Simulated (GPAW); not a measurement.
Consider InNi3N (Pm-3m).

```
In Ni N
1.0
     3.83986    0.00000    0.00000
     0.00000    3.83986    0.00000
     0.00000    0.00000    3.83986
In Ni N
1 3 1
Direct
  0.00000 0.00000 0.00000
  0.00000 0.50000 0.50000
  0.50000 0.00000 0.50000
  0.50000 0.50000 0.00000
  0.50000 0.50000 0.50000
```

Absorber: atom 2, with 2 N at 1.92 Å (linear, site symmetry 4/mmm). Method: GPAW, LDA, excited-electron core hole (neutral cell), 10-atom cell with 5.4 Å between holes, 5×5×5 k points, dipole transitions, Gaussian full width 1.44 eV up to 4 eV, rising linearly to 3.5 eV at 25 eV.

Question: Where do the maxima of the Ni K edge fall?

Main maxima up to 30 eV above the zero (height): 2.1 eV (0.48), 7.0 eV (1.36), 10.4 eV (1.13) and 17.6 eV (1.56). A K edge sees empty p states, which here mix into the lowest empty bands, so that weight starts at the zero. The total-energy difference is 8312.23 eV. The tabulated edge of the element is 8333 eV. The functional leaves an error in such absolute values: in the free atom LDA prices this hole 17.6 eV below PBE (computed apart), and PBE is itself good to a few eV.

The Ni K spectrum (energy from the lowest empty level; intensity scaled to a mean of 1 over the first 20 eV):

| E (eV) | intensity |
| --- | --- |
| -2.0 | 0.00 |
| -1.5 | 0.00 |
| -1.0 | 0.01 |
| -0.5 | 0.03 |
| 0.0 | 0.09 |
| 0.5 | 0.19 |
| 1.0 | 0.31 |
| 1.5 | 0.43 |
| 2.0 | 0.48 |
| 2.5 | 0.46 |
| 3.0 | 0.42 |
| 3.5 | 0.40 |
| 4.0 | 0.36 |
| 4.5 | 0.35 |
| 5.0 | 0.42 |
| 5.5 | 0.60 |
| 6.0 | 0.90 |
| 6.5 | 1.22 |
| 7.0 | 1.36 |
| 7.5 | 1.28 |
| 8.0 | 1.12 |
| 8.5 | 1.02 |
| 9.0 | 1.02 |
| 9.5 | 1.06 |
| 10.0 | 1.12 |
| 10.5 | 1.13 |
| 11.0 | 1.11 |
| 11.5 | 1.07 |
| 12.0 | 1.08 |
| 12.5 | 1.12 |
| 13.0 | 1.18 |
| 13.5 | 1.20 |
| 14.0 | 1.22 |
| 14.5 | 1.25 |
| 15.0 | 1.30 |
| 15.5 | 1.38 |
| 16.0 | 1.45 |
| 16.5 | 1.50 |
| 17.0 | 1.54 |
| 17.5 | 1.56 |
| 18.0 | 1.54 |
| 18.5 | 1.48 |
| 19.0 | 1.39 |
| 19.5 | 1.28 |
| 20.0 | 1.18 |
| 20.5 | 1.11 |
| 21.0 | 1.05 |
| 21.5 | 1.00 |
| 22.0 | 0.96 |
| 22.5 | 0.90 |
| 23.0 | 0.85 |
| 23.5 | 0.81 |
| 24.0 | 0.79 |
| 24.5 | 0.78 |
| 25.0 | 0.78 |
| 25.5 | 0.78 |
| 26.0 | 0.78 |
| 26.5 | 0.77 |
| 27.0 | 0.77 |
| 27.5 | 0.78 |
| 28.0 | 0.80 |
| 28.5 | 0.82 |
| 29.0 | 0.85 |
| 29.5 | 0.88 |
| 30.0 | 0.91 |
| 30.5 | 0.93 |
| 31.0 | 0.95 |
| 31.5 | 0.97 |
| 32.0 | 0.98 |

The hole lies in one spin channel, while the script sums the empty states of both and takes the lower zero; where the two channels are split, this blurs and shifts the curve. Quadrupole 1s→3d transitions, which feed the pre-edge, are not in the dipole spectrum. The starting moments shrank to 0.00 μB or less, so this is hardly a magnetic state. The holes are only 5.4 Å apart, so the shape is probably not converged with cell size; no larger cell was run here. The mesh is coarse (0.33 Å⁻¹ between points), so small maxima may be mesh ripples. Lifetime broadening is put in by hand, and intensities beyond about 20 eV depend on it and on the partial waves. The structure is a computed Materials Project entry and may be a hypothetical form.

[Banner, clock and machine lines of the logs are left out without a mark of their own.]

[Logs are printed without paths, hosts, clocks, repeated set-up lines and the standing remarks that a program may print on its own settings, such as how far it seeks lower states.]

[Hosts, paths, dates, database ids (printed as entryN), source tags and the programs' standing remarks are cut or masked in the printed files.]

[Lists of maxima count a maximum above −3 eV only where it reaches 4 % of the highest in the window and stands out from its surroundings by 2 % of it (1.5 % where it reaches 55 %); shoulders and weaker maxima are passed over, and of the rest the first, up to two pre-edge ones and the few strongest are named.]
